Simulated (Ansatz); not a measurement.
# NaI (Fm-3m): band gap by G0W0 on PBE

Aim: the quasiparticle gap of NaI (Fm-3m), starting from PBE.

Calculated with Ansatz 0.2.0; PBE, then G0W0 on it, plane waves, PAW.

Report form: the programs' logs are mostly left out.

In doubt: masses and optical values from hybrid runs of this build are listed as unsure (in some of the runs), which bears on the screening that GW takes from such a start.

### 1. The starting structure

Symmetry: Fm-3m, No. 225, cubic system. The conventional cell has a = 6.473 Å, b = 6.473 Å, c = 6.473 Å, α = 90.00°, β = 90.00°, γ = 90.00°. Nearest to Na lie 6 I at 3.24 Å. Nearest to I lie 6 Na at 3.24 Å. Farther neighbours and most contacts between anions are not listed.

The cell and positions come from the Crystallography Open Database and are kept as given unless a step says otherwise. Spin-orbit coupling is left out unless a step names it. The default PAW set here is soft_2. Its files were made with PBE.

### 2. The PBE band structure

Levels along a band path and on the mesh show where this functional puts the band edges.

This step: DFT, PBE, plane waves, PAW.

The input, input.yaml:

```yaml
crystal:
  lattice:
    - [0.0, 3.2364, 3.2364]
    - [3.2364, 0.0, 3.2364]
    - [3.2364, 3.2364, 0.0]
  atoms:
    - { symbol: Na, position: [0.0, 0.0, 0.0] }
    - { symbol: I, position: [0.5, 0.5, 0.5] }
kpoints:
  mp_grid: { grid: [6, 6, 6] }
  band_path:
    path:
      - [[0.0, 0.0, 0.0], [0.5, 0.0, 0.5], [0.625, 0.25, 0.625]]
      - [[0.375, 0.375, 0.75], [0.0, 0.0, 0.0], [0.5, 0.5, 0.5], [0.5, 0.25, 0.75], [0.5, 0.0, 0.5]]
    npoints: 10
hamiltonian:
  xc: pbe
scf:
  occupations: { method: fermi_dirac, width: 0.02 }
  n_extra_bands: 4
output:
  eigenvalues: true
  write_density: true
  write_potential: true
  elf: true
  volumetric_format: npy
```

Started as:

```sh
$ ansatz run input.yaml --threads 3 --pin off --max-ram 92160MiB --backend cuda --events-out ev --progress --plain --runs-dir out --devices 1 --max-vram 13GiB
```

Wall time 8.3 s (1 × NVIDIA H100 80GB HBM3 (shared by 6 runs) with 3 threads of AMD EPYC 7R13 (Zen 3), shared host); peak memory 0.93 GiB; 3.8 s of CPU time.

This step gave:

```yaml
filled_bands: 13
gap: 3.644 eV
valence_top_at: Γ
conduction_bottom_at: Γ
least_direct_gap: 3.644 eV
```

Over mesh and path the gap is 3.644 eV, direct, at k = Γ.

Electronic bands along the path, in eV, zero at the top of the highest nominally filled band:

```csv
point,band 10,band 11,band 12,band 13,band 14,band 15,band 16,band 17
Γ,-11.02,0.00,0.00,0.00,3.64,7.96,7.96,7.96
halfway,-10.82,-1.22,-0.40,-0.40,5.28,6.37,7.59,9.24
X,-10.63,-1.90,-0.74,-0.74,4.50,5.57,9.87,11.29
halfway,-10.63,-1.83,-0.94,-0.71,4.75,5.87,9.48,10.23
U,-10.63,-1.64,-1.34,-0.60,5.22,6.70,8.71,9.24
jump to K,-10.63,-1.64,-1.34,-0.60,5.22,6.70,8.71,9.24
halfway,-10.81,-1.41,-0.59,-0.15,5.65,7.15,7.39,8.19
Γ,-11.02,0.00,0.00,0.00,3.64,7.96,7.96,7.96
halfway,-10.87,-1.29,-0.15,-0.15,4.93,7.52,7.99,7.99
L,-10.70,-2.18,-0.28,-0.28,5.10,7.47,7.47,8.73
halfway,-10.66,-1.90,-0.91,-0.48,6.15,6.31,8.29,8.29
W,-10.62,-1.40,-1.40,-0.93,5.83,7.50,7.50,7.92
halfway,-10.62,-1.77,-0.96,-0.84,5.03,6.12,9.08,9.29
X,-10.63,-1.90,-0.74,-0.74,4.50,5.57,9.87,11.29
```

Valence density in the ac plane of the conventional cell at fractional y = 0.000, with atoms of Na and I within 0.2 Å of it. It is the smooth field of the valence electrons, not physical close to the nuclei.

Values in e/Å³, 10 rows by 16 columns, each cell a mean:
```
 8  2  0  0  0  0  2  7  9  3  1  0  0  0  1  6
 0  0  0  0  0  0  0  1  1  0  0  0  0  0  0  0
 0  0  0  0  0  0  0  0  0  0  0  0  0  0  0  0
 1  1  0  0  0  0  0  0  0  0  0  0  0  0  1  1
13  5  1  0  0  0  1  9 12  3  0  0  0  1  2 10
 9  3  1  0  0  0  1  6  8  2  0  0  0  0  2  7
 1  0  0  0  0  0  0  0  0  0  0  0  0  0  0  1
 0  0  0  0  0  0  0  0  0  0  0  0  0  0  0  0
 0  0  0  0  0  0  1  1  1  1  0  0  0  0  0  0
12  3  0  0  0  1  2 10 13  5  1  0  0  0  1  9
```
Columns run along a (6.5 Å), rows up along c (6.5 Å), edges of the conventional cell, whose origin can differ from the input's. Atoms in or near the plane, at fractional coordinates: Na at (0.00, 0.00), Na at (0.50, 0.50), I at (0.50, 0.00), I at (0.00, 0.50).

Electrostatic potential energy in the ac plane of the conventional cell at fractional y = 0.000, with atoms of Na and I within 0.2 Å of it. With pseudopotentials it is smooth inside the atoms' cores, unlike the true potential.

Values in eV, 10 rows by 16 columns, each cell a mean:
```
-32 -15   2   6   6  -1 -12  -2   1  -9  -8   4   6   4  -5 -28
  2   4   6   7   8   6   1  -5  -6  -2   5   7   8   7   5   3
  5   6   8   8   8   8   7   6   6   6   8   8   8   8   7   6
-10  -7   2   7   7   6   3  -1  -2   2   5   7   7   5  -4 -10
  6  -6 -10   4   6   4  -9 -36 -40 -21   1   6   6  -3 -12   3
  1  -9  -8   4   6   4  -5 -28 -32 -15   2   6   6  -1 -12  -2
 -6  -2   5   7   8   7   5   3   2   4   6   7   8   6   1  -5
  6   6   8   8   8   8   7   6   5   6   8   8   8   8   7   6
 -2   2   5   7   7   5  -4 -10 -10  -7   2   7   7   6   3  -1
-40 -21   1   6   6  -3 -12   3   6  -6 -10   4   6   4  -9 -36
```
Columns run along a (6.5 Å; values clipped at the 3rd and 97th percentile), rows up along c (6.5 Å), edges of the conventional cell, whose origin can differ from the input's. Atoms in or near the plane, at fractional coordinates: Na at (0.00, 0.00), Na at (0.50, 0.50), I at (0.50, 0.00), I at (0.00, 0.50).

### 3. The quasiparticle correction

G0W0 replaces the xc potential by a self-energy built once from the orbitals of the start. Levels are corrected in the window of bands that the input names, at points of the mesh.

This step: G0W0 on PBE, plane waves, PAW.

input.yaml, the sections that differ from step 2:

```yaml
kpoints:
  mp_grid: { grid: [4, 4, 4] }
scf:
  occupations: { method: fixed }
gw:
  n_empty_bands: 435
  ecut_chi: 200.0
  qp_bands: [v2, c2]
  qp_kpoints: band_edges
  screening: { model: contour_deformation }
# crystal, hamiltonian: as in step 2
# output: removed
```

Wall time 15 s (1 × NVIDIA H100 80GB HBM3 (shared by 6 runs) with 3 threads); peak memory 1.4 GiB; 17 s of CPU time.

Numbers from this step:

| Item | Value |
| --- | --- |
| bands summed | 448 |
| RPA ε∞ on this mesh (eigenvalues) | 3.207, 3.207, 3.207 |
| plane waves in the screening matrix | 411 |
| q-points in the mesh | 64 |
| G0W0 gap over the corrected points | 5.658 eV |
| k of the valence top | 0, 0, 0 |
| k of the conduction bottom | 0, 0, 0 |
| starting gap on the mesh | 3.642 eV |
| Z at the valence top | 0.7912 |
| Z at the conduction bottom | 0.8325 |
| least direct G0W0 gap over the corrected points | 5.658 eV |

Over 6 of 8 irreducible mesh points the G0W0 gap is 5.658 eV, direct, at k = Γ. The PBE gap of this run on the mesh is 3.642 eV. The two states that bound the G0W0 gap lie that far apart at the start, so the correction of the gap is 5.658 − 3.642 = +2.016 eV. The start of this run differs from the step before in mesh (6×6×6 and 4×4×4).

Labels follow the order of the start: v1 is the top filled band, c1 the lowest empty one; levels that stay degenerate share a row, the window can cut a multiplet, doubted levels are not marked in this list, bands outside the window were not corrected, and the list may be a part of the corrected levels. Levels before and after the correction, in eV, zero at the valence-band top of each column:

```csv
,conduction bottom,valence top
Kohn-Sham,3.64,0.00
G0W0,5.66,0.00
```

```csv
,level,occupation,energy (eV)
Kohn-Sham,Γ v2-v1,2,0.000
Kohn-Sham,Γ c1,0,3.642
Kohn-Sham,Γ c2,0,7.959
G0W0,Γ v2-v1,2,0.000
G0W0,Γ c1,0,5.658
G0W0,Γ c2,0,10.088
```

The parts of the quasiparticle energy for the two states that bound the G0W0 gap, in eV on the run's own scale (QP = start + Σx + Σc − Vxc, with Σc at the quasiparticle energy):

```csv
edge,k,band,start,Σx,Σc,Vxc,Z,QP
valence top,Γ,12,3.038,−17.561,1.434,−14.541,0.791,1.452
conduction bottom,Γ,14,6.680,−5.276,−3.366,−9.071,0.833,7.110
```

### 4. Spin-orbit coupling in PBE

This run has two-component orbitals with spin-orbit coupling.

This step: DFT, PBE with spin-orbit coupling, plane waves, PAW.

input.yaml, the sections that differ from step 3:

```yaml
kpoints:
  mp_grid: { grid: [6, 6, 6] }
  band_path:
    path:
      - [0.0, 0.0, 0.0]
      - [0.5, 0.0, 0.5]
      - [0.625, 0.25, 0.625]
      - [0.375, 0.375, 0.75]
      - [0.5, 0.5, 0.5]
      - [0.5, 0.25, 0.75]
    npoints: 1
scf:
  occupations: { method: fixed }
  n_extra_bands: 8
magnetization:
  noncollinear: true
  spin_orbit: true
output:
  eigenvalues: true
# crystal, hamiltonian: as in step 3
# gw: removed
```

It took 8.5 s on 1 × NVIDIA H100 80GB HBM3 (shared by 6 runs) with 3 threads; peak memory 1 GiB.

This step gave:

```
gap                  : 3.307 eV
valence top at       : Γ
conduction bottom at : Γ
least direct gap     : 3.307 eV
```

Over mesh and listed points the gap is 3.307 eV, direct, at k = Γ. PBE+SOC against PBE: 3.307 − 3.644 = −0.337 eV, with the same mesh, set of files (read in its fully relativistic form for the spin-orbit run) and cutoff, and both edges at the same k points. The spin-orbit run sees mesh and listed points alone, so its gap is an upper bound: the coupling can move an edge off these points, and the change over the zone, its sign included where it is small, is not known.

### 5. Side by side

Each gap is the least one over the points named; times are wall times on shared hosts, not benchmarks. A G0W0 time includes the run's own self-consistent start. Runs with listed points see these and the mesh alone, so an edge that moves elsewhere is missed. Rows marked * are further runs, not shown as steps, whose inputs differ from the G0W0 step on the same start in the columns given; solver thresholds can differ too.

```csv
level,mesh,"files, cutoff","bands summed, screening",points,gap (eV),valence top,conduction bottom,least direct gap (eV),time
PBE,6×6×6,"soft_2 PAW, 420 eV",-,mesh and path,3.644,Γ,Γ,3.644,8.3 s
PBE+SOC,6×6×6,"soft_2 PAW, 420 eV",-,mesh and listed points,3.307,Γ,Γ,3.307,8.5 s
G0W0@PBE*,4×4×4,"soft_2 PAW, 420 eV","84, 60 eV",6 of 8 irreducible mesh points,5.402,Γ,Γ,5.402,5.3 s
G0W0@PBE*,4×4×4,"soft_2 PAW, 420 eV","215, 120 eV",6 of 8 irreducible mesh points,5.596,Γ,Γ,5.596,7.7 s
G0W0@PBE,4×4×4,"soft_2 PAW, 420 eV","448, 200 eV",6 of 8 irreducible mesh points,5.658,Γ,Γ,5.658,15 s
G0W0@PBE*,4×4×4,"soft_2 PAW, 420 eV","215, 120 eV, plasmon pole",6 of 8 irreducible mesh points,5.627,Γ,Γ,5.627,9.9 s
```

### 6. What came out

```json
{"PBE gap over mesh and path": "3.644 eV, direct, at k = Γ", "G0W0@PBE gap over 6 of 8 irreducible mesh points": "5.658 eV, direct, at k = Γ", "PBE+SOC gap over mesh and listed points": "3.307 eV", "estimated limit in bands and cutoff, on this mesh": "5.715 eV", "GW settings": "4×4×4 mesh, 435 empty bands, screening to 200 eV", "known limits": "finite bands, screening cutoff and k mesh; no spin-orbit coupling in G0W0"}
```

In words: Over 6 of 8 irreducible mesh points the G0W0 gap is 5.658 eV, direct, at k = Γ. The PBE gap of this run on the mesh is 3.642 eV. The two states that bound the G0W0 gap lie that far apart at the start, so the correction of the gap is 5.658 − 3.642 = +2.016 eV. The valence state moves by 1.452 − 3.038 = −1.586 eV and the conduction state by 7.110 − 6.680 = +0.430 eV, on the run's own scale; with 84 bands the edge states move by −1.074 and +0.686 eV, so the split between the edges depends on the bands and cutoff. Both edges that PBE shows over mesh and path lie at k points where levels were corrected. Levels at other points were not corrected, so a lower G0W0 gap elsewhere in the zone is not ruled out. From 84 bands and 60 eV to 448 bands and 200 eV the gap moves by 5.658 − 5.402 = +0.256 eV (rung by rung 5.402, 5.596, 5.658 eV); bands and screening cutoff rise together, so their parts are not told apart. A line in one over the bands through the two highest rungs gives 5.658 + (5.658 − 5.596) × 215 / (448 − 215) = 5.715 eV, and through the pair below 5.596 + (5.596 − 5.402) × 84 / (215 − 84) = 5.720 eV. The two agree within 0.03 eV and the same two states bound the gap in each rung, so 5.715 eV is taken as an estimate of the limit on this mesh. With the plasmon pole model in place of the contour deformation model and all else as in the G0W0@PBE row with 215 bands, the gap differs by 5.627 − 5.596 = +0.031 eV. G0W0 on other starts in this series, not shown as steps and not all at these settings: 6.112 eV on HSE06 (4×4×4, soft_2 PAW, 215 bands, 120 eV) and 6.327 eV on PBE0 (4×4×4, soft_2 PAW, 215 bands, 120 eV). PBE+SOC against PBE: 3.307 − 3.644 = −0.337 eV, with the same mesh, set of files (read in its fully relativistic form for the spin-orbit run) and cutoff, and both edges at the same k points. The spin-orbit run sees mesh and listed points alone, so its gap is an upper bound: the coupling can move an edge off these points, and the change over the zone, its sign included where it is small, is not known. What spin-orbit coupling does to the G0W0 levels was not computed, so no sum with the G0W0 gap is formed. The G0W0 runs are scalar-relativistic. No pair of G0W0 runs that differ in the mesh alone is shown (4×4×4 is a supercell whose nearest images lie 18 Å apart), so the error from the mesh is not known here. G0W0@PBE runs of this series with other atomic data on the same mesh, not shown as steps, give 5.593 eV (hard PAW, 700 eV, 215 bands, screening to 120 eV; the table's row with the same empty bands and screening cutoff has 5.596 eV); where bands and cutoffs differ too, the part of the files is not isolated.

[Paths, hosts, dates, memory and timing lines, banners, echoed tables and standing remarks are left out of the program output.]

[Logs are printed without paths, hosts, clocks, repeated set-up lines and the standing remarks that a program may print on its own settings, such as how far it seeks lower states.]

[Runs of the session that timed out or met a known fault of the program may be left out.]

[Cells called generated may have been cut or substituted from an entry of the Crystallography Open Database or the Materials Project.]

[Hosts, paths, dates, database ids (printed as entryN), source tags and the programs' standing remarks are cut or masked in the printed files.]

[Where an RPA ε∞ is given, it is that of the G0W0 mesh and is not shown converged in it. Names of k-points follow the symmetry that the program found, which can be lower than the space group named. Band edges on a path are those of the sampled points; other points can move an edge, and change direct to indirect where valleys lie close.]

[Hybrid gaps are those of their k-mesh and are not shown converged in it.]
